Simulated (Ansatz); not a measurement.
# 1T-TiO2 monolayer in a perpendicular field, part 2 of 4

What dipole does a perpendicular field induce in the 1T-TiO2 monolayer, and does the gap follow? A positive field points along +c.

Ansatz 0.2.0; plane-wave DFT, RPBE-D3(BJ), Ansatz PAW (the session's first sound run).

So far. Step 2 (Relaxing the slab): The lattice constant a goes from 2.990 to 2.922 Å.

## Step 3: Single point, field 0

A sawtooth potential applies the field, turning back in the middle of the vacuum. With the dipole correction the typed value is the field outside the slab. The induced dipole is small, so the SCF threshold is tight.

The cell differs from the one that the last finished run ended in (c 28.722 → 19.996 Å).

Input file input.yaml:

```yaml
crystal:
  lattice:
    - [2.9217629395, 0.0, 0.0]
    - [-1.4608814697, 2.5303209294, 0.0]
    - [0.0, 0.0, 19.9961294729]
  atoms:
    - { symbol: O, position: [0.6666666667, 0.3333333333, 0.4500871037] }
    - { symbol: Ti, position: [0.0, 0.0, 0.5] }
    - { symbol: O, position: [0.3333333333, 0.6666666667, 0.5499128963] }
kpoints:
  mp_grid: { grid: [18, 18, 1] }
  band_path:
    path: [[0, 0, 0], [0.5, 0, 0], [0.33333333, 0.33333333, 0], [0, 0, 0]]
    npoints: 16
hamiltonian:
  xc: rpbe
  dispersion: d3bj
scf:
  occupations: { method: fermi_dirac, width: 0.02585 }
  convergence: { dr2_threshold: 1.0e-10 }
efield:
  axis: 3
  dipole_correction: true
  ramp_position: 0.97
  ramp_width: 0.06
  amplitude: 0
output:
  dos: { projected: true, e_range: [-6, 5] }
  bader: true
  write_potential: true
  write_density: true
  volumetric_format: npy
  elf: true
```

Started as:

```console
ansatz run input.yaml --threads 2 --pin off --max-ram 3072MiB --backend cpu --events-out ev --progress --plain --runs-dir out
```

Numbers of over 12 decimals in the logs are rounded to 6 here.

Log:

```text
[...]
Crystal: 3 atoms, lattice volume = 147.831 Å³
Basis set: ecut = 420 eV, 2875 PW (Γ)
Bands: 16, of which v1, the nominal top of the filled ones, is band 12 counted from 1 (11 counted from 0)
Symmetry: 6 space group operations
k-points: 37 of 324 (time reversal used)
[...]
SCF iter   1: F=—  HF=-3648.860421 eV  |F-HF|=—  |Δ(HF+E_count)|=         —  Δρ=2.79e-3  dr2=4.60e-3  ethr=1.77e-3  p=0.000 e·Å  D=1.22e-13 V/Å  ΔV_dip=-0.00 eV  dr2_dipole=1.01e-9  V_vac-E_F(+/−)=6.79/6.79 eV  ⟨swp⟩=7.7  Hψ=3597  notcnv=0
efield: sawtooth ramp at fractional position 0.9700 (set: `efield.ramp_position`, or a place that a band, a saddle search or an elastic batch's reference lends), width 0.0600; the density the first Hamiltonian is built on has a dipole p = 0.000 e·Å; the dipole correction subtracts the counter field D = 1.22e-13 V/Å, which shifts the + side's vacuum level by -0.00 eV against the − side's; the planar-averaged density in the ramp window peaks in size at 3.2e-6 e/Å³
[...]
SCF iter   2: F=—  HF=-3648.859446 eV  |F-HF|=—  |Δ(HF+E_count)|=   9.76e-4  Δρ=1.77e-3  dr2=4.01e-3  ethr=1.92e-5  p=0.000 e·Å  D=2.49e-5 V/Å  ΔV_dip=-0.00 eV  dr2_dipole=2.44e-9  V_vac-E_F(+/−)=6.80/6.80 eV  ⟨swp⟩=3.6  Hψ=1742  notcnv=0
[...]
SCF iter  11: F=-3648.859218 eV  HF=-3648.859218 eV  |F-HF|=4.09e-12  |Δ(HF+E_count)|=  1.24e-10  Δρ=1.07e-7  dr2=7.35e-12  ethr=1.00e-12  p=-0.000 e·Å  D=-1.15e-7 V/Å  ΔV_dip=0.00 eV  dr2_dipole=4.95e-16  V_vac-E_F(+/−)=6.86/6.86 eV  ⟨swp⟩=2.1  Hψ=1185  notcnv=0
SCF 1 converged in 11 iterations: F = -3648.859218 eV  dr2 = 7.35e-12
[...]
NSCF: frozen V_eff on 49 k-points
efield: sawtooth ramp at fractional position 0.9700 (kept from the solve that this one continues, or follows in the run), width 0.0600; the density the first Hamiltonian is built on has a dipole p = -0.000 e·Å; the dipole correction subtracts the counter field D = -1.15e-7 V/Å, which shifts the + side's vacuum level by +0.00 eV against the − side's; the planar-averaged density in the ramp window peaks in size at 4.8e-6 e/Å³
WARN: The output density's exchange-correlation potential varies sharply where the density is thin. Do not read a vacuum level from v_tot or v_xc, or from such a field of the output density. On a cell that repeats whose density bears no net charge and no dipole along the vacuum's axis use v_es (v_loc + v_h of the components); under efield.dipole_correction with no amplitude use v_es + v_field, which holds any externa [...]
SCF converged after 11 iterations
Free energy (F): -3648.859218 eV
[...]
Internal energy: -3648.859218 eV  (E = F + TS)
E sigma→0 (E₀):  -3648.859218 eV
Fermi energy:    -3.328558 eV
Dipole field:    D = -0.000000 V/Å  (p = -0.000000 e·Å, saw-weighted, corrected)
Work function:   Φ+ = 6.8645 eV   Φ− = 6.8646 eV
Levels:          The Fermi level and band energies are counted from a zero that moves with the ramp; work functions are not
[...]
--- Band table (eV; the first three rows and the last of 37) ---
  k-point 0: bands = [... 8 lower, -8.2898, -5.4647, -4.8954, -4.8954, -1.8926, -1.8926, -0.2188, 2.2547]
  k-point 1: bands = [... 8 lower, -8.2574, -5.3933, -5.0611, -4.9699, -1.8500, -1.8106, -0.2283, 2.1360]
  k-point 2: bands = [... 8 lower, -8.1653, -5.5377, -5.1737, -5.1599, -1.7583, -1.6005, -0.2569, 1.8708]
  k-point 36: bands = [... 8 lower, -7.4821, -6.3297, -6.3297, -5.8822, -1.5418, -0.5785, -0.5785, 1.8772]
--- Bader charges: 3 sites ---
  site symbol  charge [e]  shift [e]
     0      O     -1.1128     0.0020
     1     Ti      2.2257     0.0039
     2      O     -1.1129     0.0020
  estimated error of the sums over rays = 6.3e-4 e
```

It took 15 s on 2 threads of Intel Xeon 6975P-C (Granite Rapids), shared host; peak memory 0.46 GiB.

This step gave:

* gap on the k-mesh: 2.919 eV
* dipole along the normal: -6.58e-8 e·Å
* gap along the path: 2.915 eV
* smallest direct gap along the path: 3.003 eV
* ionisation energy, upper face: 8.344 eV
* electron affinity, upper face: 5.429 eV
* gap, the smaller of path and mesh: 2.915 eV

Running mean over a fixed 2.5 Å (it still follows the layers) of the planar mean; the ramp of the sawtooth is left out. Table of electron's electrostatic potential energy less the Fermi level by z:

z (Å), electron's electrostatic potential energy less the Fermi level (eV) and a bar from the least value:
```
      3.0        6.9 ##############################
      3.5        6.9 ##############################
      4.0        6.9 ##############################
      4.5        6.9 ##############################
      5.0        6.9 ##############################
      5.5        6.9 ##############################
      6.0        6.9 ##############################
      6.5        6.8 ##############################
      7.0        6.7 ##############################
      7.5        5.5 ############################
      8.0        2.6 #######################
      8.5       -1.1 ################
      9.0       -5.0 #########
      9.5       -8.5 ###
     10.0      -10.2 
     10.5       -8.5 ###
     11.0       -5.0 #########
     11.5       -1.0 ################
     12.0        2.7 #######################
     12.5        5.5 ############################
     13.0        6.7 ##############################
     13.5        6.8 ##############################
     14.0        6.9 ##############################
     14.5        6.9 ##############################
     15.0        6.9 ##############################
     15.5        6.9 ##############################
     16.0        6.9 ##############################
     16.5        6.9 ##############################
     17.0        6.9 ##############################
```

The density of states has structure finer than the step of the table below, so its rows give means over 0.25 eV, whole bins alone (the curve runs from -6 to 3.43 eV). Peaks (eV: height): -5.170: 11.1, -3.300: 16.8, -2.170: 6.62, -1.530: 6.69, 1.800: 6.82, 2.630: 7.74, 2.710: 19.5.

The density of states by energy, zero at the Fermi level of the run, which the smearing sets inside the gap; means over each step:

```tsv
energy (eV)	density of states (states/eV a cell)
-5.75	1.06
-5.50	1.37
-5.25	4.42
-5.00	3.01
-4.75	3.99
-4.50	3.71
-4.25	1.98
-4.00	2.32
-3.75	1.89
-3.50	2.30
-3.25	5.45
-3.00	2.93
-2.75	1.85
-2.50	2.39
-2.25	2.76
-2.00	2.46
-1.75	2.37
-1.50	2.12
-1.25	0
-1.00	0
-0.75	0
-0.50	0
-0.25	0
0.00	0
0.25	0
0.50	0
0.75	0
1.00	0
1.25	0
1.50	1.25
1.75	5.06
2.00	3.02
2.25	1.23
2.50	3.28
2.75	7.13
3.00	2.46
3.25	0.0246
```

Projected DOS per atom over height of the atomic layer and energy from the Fermi level. Layers: O Ti O from below.

Ten even steps from '_' (0.00 states/eV) to '@' (4.78 states/eV), each cell a mean:
```
______
__@@__
__--__
__**__
__--__
______
______
______
______
______
______
..__..
::__::
::__::
..__..
--..--
..__..
..__..
::..::
::::::
......
______
```
Columns: height of the atomic layer (Å) from 9 to 11.0; rows upwards: energy from the Fermi level (eV) from -5.96 to 3.4.

The electronic bands at the labelled points (eV, zero at the Fermi level of the run, which the smearing sets inside the gap):

```tsv
point	band 9	band 10	band 11	band 12	band 13	band 14	band 15	band 16
Γ	-4.96	-2.14	-1.57	-1.57	1.44	1.44	3.11	5.58
halfway	-4.46	-3.58	-2.38	-1.52	1.73	2.34	2.93	4.73
M	-4.00	-3.33	-2.50	-2.17	1.53	2.62	2.75	5.32
halfway	-3.42	-3.39	-3.06	-2.26	1.76	2.66	2.71	5.30
K	-4.15	-3.00	-3.00	-2.55	1.79	2.75	2.75	5.21
halfway	-4.29	-3.39	-2.95	-1.51	2.12	2.20	2.87	4.92
Γ	-4.96	-2.14	-1.57	-1.57	1.44	1.44	3.11	5.58
```

The electronic bands as a text plot (rows in eV, shown from -6.0 to 4.7 only):

```
    4.5 |          +
    4.1 |
    3.6 |
    3.2 |++++++++++                                    ++++++++++
    2.7 |          ++++++++++++++++++++++++++++++++++++
    2.3 |       +++++                           +++++++
    1.8 |   ++++++++++++++      ++++++++++++++++       ++++++
    1.4 |++++++           ++++++                            +++++
    0.9 |
    0.5 |
    0.0 |
   -0.4 |
   -0.8 |
   -1.3 |                                           *****
   -1.7 |****************                       ****     ********
   -2.2 |***********     *************      ****         ********
   -2.6 |      *    **************    ******          ******
   -3.1 |       *         **      ***********************
   -3.5 |        *********  *********          *******
   -4.0 |                 ******     ***************
   -4.4 |        *****************                  *****
   -4.9 |********                 ******************** **********
   -5.3 |***************            ***      ***    ******** ****
   -5.8 |               ************
         Γ                   M           K                      Γ
```

Electrostatic potential energy in the ca plane at fractional y = 0.000, with atoms of Ti within 0.2 Å of it. With pseudopotentials it is smooth inside the atoms' cores, unlike the true potential.

Ten even steps from '0' (-37 eV) to '9' (4 eV), each cell a mean:
```
99999999999999999999840000589999999999999999
99999999999999999999863113789999999999999999
99999999999999999999886567899999999999999999
99999999999999999999988778899999999999999999
99999999999999999999887777899999999999999999
99999999999999999999875335789999999999999999
99999999999999999999851001689999999999999999
99999999999999999999740000489999999999999999
```
Columns run along c (16.0 Å, from fractional 0.07 to 0.88 of the cell; values clipped at the 3rd and 97th percentile), rows up along a (2.9 Å). Atoms in or near the plane, at fractional coordinates: Ti at (0.50, 0.00).

Valence density in the ca plane at fractional y = 0.000, with atoms of Ti within 0.2 Å of it. It is the smooth field of the valence electrons, not physical close to the nuclei.

Ten steps, logarithmic in the rise over the least value, from '0' (0.00 × 1e0 e/Å³) to '9' (9.24 × 1e0 e/Å³), each cell a mean:
```
00000000000000000000138997310000000000000000
00000000000000000001235775321000000000000000
00000000000000000002333333331000000000000000
00000000000000000012343333432100000000000000
00000000000000000012343333432000000000000000
00000000000000000001234554321000000000000000
00000000000000000001137886310000000000000000
00000000000000000000148998310000000000000000
```
Columns run along c (16.0 Å, from fractional 0.07 to 0.88 of the cell), rows up along a (2.9 Å). Atoms in or near the plane, at fractional coordinates: Ti at (0.50, 0.00).

ELF in the ca plane at fractional y = 0.000, with atoms of Ti within 0.2 Å of it. It is the smooth field of the valence electrons, not physical close to the nuclei.

Values, 5 rows by 16 columns, each cell a mean:
```
0.00 0.00 0.00 0.00 0.00 0.00 0.02 0.10 0.49 0.29 0.05 0.00 0.00 0.00 0.00 0.00
0.00 0.00 0.00 0.00 0.00 0.00 0.14 0.48 0.20 0.39 0.31 0.02 0.00 0.00 0.00 0.00
0.00 0.00 0.00 0.00 0.00 0.01 0.22 0.68 0.26 0.60 0.44 0.04 0.00 0.00 0.00 0.00
0.00 0.00 0.00 0.00 0.00 0.00 0.09 0.31 0.31 0.28 0.21 0.01 0.00 0.00 0.00 0.00
0.00 0.00 0.00 0.00 0.00 0.00 0.01 0.09 0.40 0.32 0.02 0.00 0.00 0.00 0.00 0.00
```
Columns run along c (16.0 Å, from fractional 0.07 to 0.88 of the cell), rows up along a (2.9 Å). Atoms in or near the plane, at fractional coordinates: Ti at (0.50, 0.00).

The gap is 2.91 eV, with the valence edge 8.34 eV and the conduction edge 5.43 eV under the upper vacuum level.

## Step 4: Single point, field 0.03 V/Å

Changes to input.yaml since step 3:

```diff
@@ -25,6 +25,4 @@
   ramp_width: 0.06
-  amplitude: 0
+  amplitude: 0.03
 output:
-  dos: { projected: true, e_range: [-6, 5] }
-  bader: true
   write_potential: true
@@ -32,2 +30 @@
   volumetric_format: npy
-  elf: true
```

Log:

```text
[...]
Crystal: 3 atoms, lattice volume = 147.831 Å³
Basis set: ecut = 420 eV, 2875 PW (Γ)
Bands: 16, of which v1, the nominal top of the filled ones, is band 12 counted from 1 (11 counted from 0)
Symmetry: 6 space group operations
k-points: 37 of 324 (time reversal used)
[...]
--- Band table (eV; the first three rows and the last of 37) ---
  k-point 0: bands = [... 8 lower, -8.2898, -5.4647, -4.8954, -4.8954, -1.8927, -1.8927, -0.2188, 2.2546]
  k-point 1: bands = [... 8 lower, -8.2574, -5.3933, -5.0612, -4.9699, -1.8501, -1.8106, -0.2283, 2.1358]
  k-point 2: bands = [... 8 lower, -8.1653, -5.5378, -5.1737, -5.1599, -1.7583, -1.6005, -0.2569, 1.8707]
  k-point 36: bands = [... 8 lower, -7.4821, -6.3332, -6.3262, -5.8822, -1.5419, -0.5788, -0.5782, 1.8768]
[key lines of the parts left out:]
SCF converged after 14 iterations
Free energy (F): -3648.859274 eV
Fermi energy:    -3.328582 eV
Dipole field:    D = 0.004600 V/Å  (p = 0.003758 e·Å, saw-weighted, corrected)
```

It took 7 s on 2 threads; peak memory 0.43 GiB; 13 s of CPU time.

The dipole is 0.00376 e·Å, and the gap 2.915 eV.

## Step 5: Atoms held, field -0.03 V/Å

Changes to input.yaml since step 4:

```diff
@@ -25,3 +25,3 @@
   ramp_width: 0.06
-  amplitude: 0.03
+  amplitude: -0.03
 output:
```

Log:

```text
[...]
Crystal: 3 atoms, lattice volume = 147.831 Å³
Basis set: ecut = 420 eV, 2875 PW (Γ)
Bands: 16, of which v1, the nominal top of the filled ones, is band 12 counted from 1 (11 counted from 0)
Symmetry: 6 space group operations
k-points: 37 of 324 (time reversal used)
[...]
--- Band table (eV; the first three rows and the last of 37) ---
  k-point 0: bands = [... 8 lower, -8.2898, -5.4647, -4.8954, -4.8954, -1.8927, -1.8927, -0.2188, 2.2546]
  k-point 1: bands = [... 8 lower, -8.2574, -5.3933, -5.0612, -4.9699, -1.8501, -1.8106, -0.2283, 2.1358]
  k-point 2: bands = [... 8 lower, -8.1653, -5.5378, -5.1737, -5.1599, -1.7583, -1.6005, -0.2569, 1.8707]
  k-point 36: bands = [... 8 lower, -7.4821, -6.3332, -6.3262, -5.8822, -1.5419, -0.5788, -0.5782, 1.8768]
[key lines of the parts left out:]
SCF converged after 14 iterations
Free energy (F): -3648.859274 eV
Fermi energy:    -3.328582 eV
Dipole field:    D = -0.004600 V/Å  (p = -0.003758 e·Å, saw-weighted, corrected)
```

The job ended after 7.1 s (2 threads; peak memory 0.44 GiB).

The dipole is -0.00376 e·Å, and the gap 2.915 eV.

## Step 6: Single point, field 0.15 V/Å

Changes to input.yaml since step 5:

```diff
@@ -25,3 +25,3 @@
   ramp_width: 0.06
-  amplitude: -0.03
+  amplitude: 0.15
 output:
```

Log:

```text
[...]
Crystal: 3 atoms, lattice volume = 147.831 Å³
Basis set: ecut = 420 eV, 2875 PW (Γ)
Bands: 16, of which v1, the nominal top of the filled ones, is band 12 counted from 1 (11 counted from 0)
Symmetry: 6 space group operations
k-points: 37 of 324 (time reversal used)
[...]
--- Band table (eV; the first three rows and the last of 37) ---
  k-point 0: bands = [... 8 lower, -8.2903, -5.4652, -4.8959, -4.8959, -1.8931, -1.8931, -0.2194, 2.2542]
  k-point 1: bands = [... 8 lower, -8.2580, -5.3938, -5.0616, -4.9704, -1.8505, -1.8111, -0.2289, 2.1320]
  k-point 2: bands = [... 8 lower, -8.1659, -5.5382, -5.1742, -5.1603, -1.7588, -1.6010, -0.2575, 1.8676]
  k-point 36: bands = [... 8 lower, -7.4828, -6.3479, -6.3125, -5.8825, -1.5423, -0.5806, -0.5774, 1.8751]
[key lines of the parts left out:]
SCF converged after 14 iterations
Free energy (F): -3648.860627 eV
Fermi energy:    -3.329022 eV
Dipole field:    D = 0.022994 V/Å  (p = 0.018786 e·Å, saw-weighted, corrected)
```

Run time: 6.9 s. Hardware: 2 threads; peak memory 0.42 GiB; 12 s of CPU time.

The dipole is 0.0188 e·Å, and the gap 2.915 eV.

## Step 7: Atoms held, field 0.25 V/Å

Changes to input.yaml since step 6:

```diff
@@ -25,3 +25,3 @@
   ramp_width: 0.06
-  amplitude: 0.15
+  amplitude: 0.25
 output:
```

Log:

```text
[...]
Crystal: 3 atoms, lattice volume = 147.831 Å³
Basis set: ecut = 420 eV, 2875 PW (Γ)
Bands: 16, of which v1, the nominal top of the filled ones, is band 12 counted from 1 (11 counted from 0)
Symmetry: 6 space group operations
k-points: 37 of 324 (time reversal used)
[...]
--- Band table (eV; the first three rows and the last of 37) ---
  k-point 0: bands = [... 8 lower, -8.2913, -5.4660, -4.8968, -4.8968, -1.8940, -1.8940, -0.2205, 2.2184]
  k-point 1: bands = [... 8 lower, -8.2590, -5.3946, -5.0625, -4.9712, -1.8514, -1.8119, -0.2299, 2.1162]
  k-point 2: bands = [... 8 lower, -8.1669, -5.5391, -5.1750, -5.1612, -1.7597, -1.6019, -0.2585, 1.8606]
  k-point 36: bands = [... 8 lower, -7.4841, -6.3605, -6.3016, -5.8831, -1.5432, -0.5825, -0.5772, 1.8731]
[key lines of the parts left out:]
SCF converged after 14 iterations
Free energy (F): -3648.863132 eV
Fermi energy:    -3.329849 eV
Dipole field:    D = 0.038329 V/Å  (p = 0.031314 e·Å, saw-weighted, corrected)
```

Wall time 6.7 s (2 threads); peak memory 0.43 GiB; 12 s of CPU time.

The dipole is 0.0313 e·Å, and the gap 2.915 eV.

## Step 8: Atoms held, field -0.25 V/Å

Changes to input.yaml since step 7:

```diff
@@ -25,4 +25,6 @@
   ramp_width: 0.06
-  amplitude: 0.25
+  amplitude: -0.25
 output:
+  dos: { projected: true, e_range: [-6, 5] }
+  bader: true
   write_potential: true
@@ -30 +32,2 @@
   volumetric_format: npy
+  elf: true
```

Log:

```text
[...]
Crystal: 3 atoms, lattice volume = 147.831 Å³
Basis set: ecut = 420 eV, 2875 PW (Γ)
Bands: 16, of which v1, the nominal top of the filled ones, is band 12 counted from 1 (11 counted from 0)
Symmetry: 6 space group operations
k-points: 37 of 324 (time reversal used)
[...]
k-point 2: bands = [... 8 lower, -8.1669, -5.5391, -5.1750, -5.1612, -1.7597, -1.6018, -0.2585, 1.8606]
  k-point 36: bands = [... 8 lower, -7.4841, -6.3605, -6.3016, -5.8831, -1.5432, -0.5825, -0.5772, 1.8731]
--- Bader charges: 3 sites ---
  site symbol  charge [e]  shift [e]
     0      O     -1.1052     0.0020
     1     Ti      2.2257     0.0039
     2      O     -1.1205     0.0020
  estimated error of the sums over rays = 5.9e-4 e
[key lines of the parts left out:]
SCF converged after 15 iterations
Free energy (F): -3648.863132 eV
Fermi energy:    -3.329847 eV
Dipole field:    D = -0.038335 V/Å  (p = -0.031319 e·Å, saw-weighted, corrected)
```

It took 18 s on 2 threads; peak memory 0.43 GiB.

The dipole is -0.0313 e·Å, and the gap 2.915 eV.

[end of part 2 of 4]

[Logs are printed without paths, hosts, clocks, repeated set-up lines and the standing remarks that a program may print on its own settings, such as how far it seeks lower states.]

[Hosts, paths, dates, database ids (printed as entryN), source tags and the programs' standing remarks are cut or masked in the printed files.]

[Maps of the electrostatic potential energy from Ansatz leave out the sawtooth potential of an applied field or a dipole correction, so their vacuum need not be flat; planar profiles and work functions include it.]

[The density of states shown here was stored with 400 of the rows of the run's finer table, so its peaks can read low, often by over a quarter, or be missed, and its means over a window can be off by a tenth or more.]
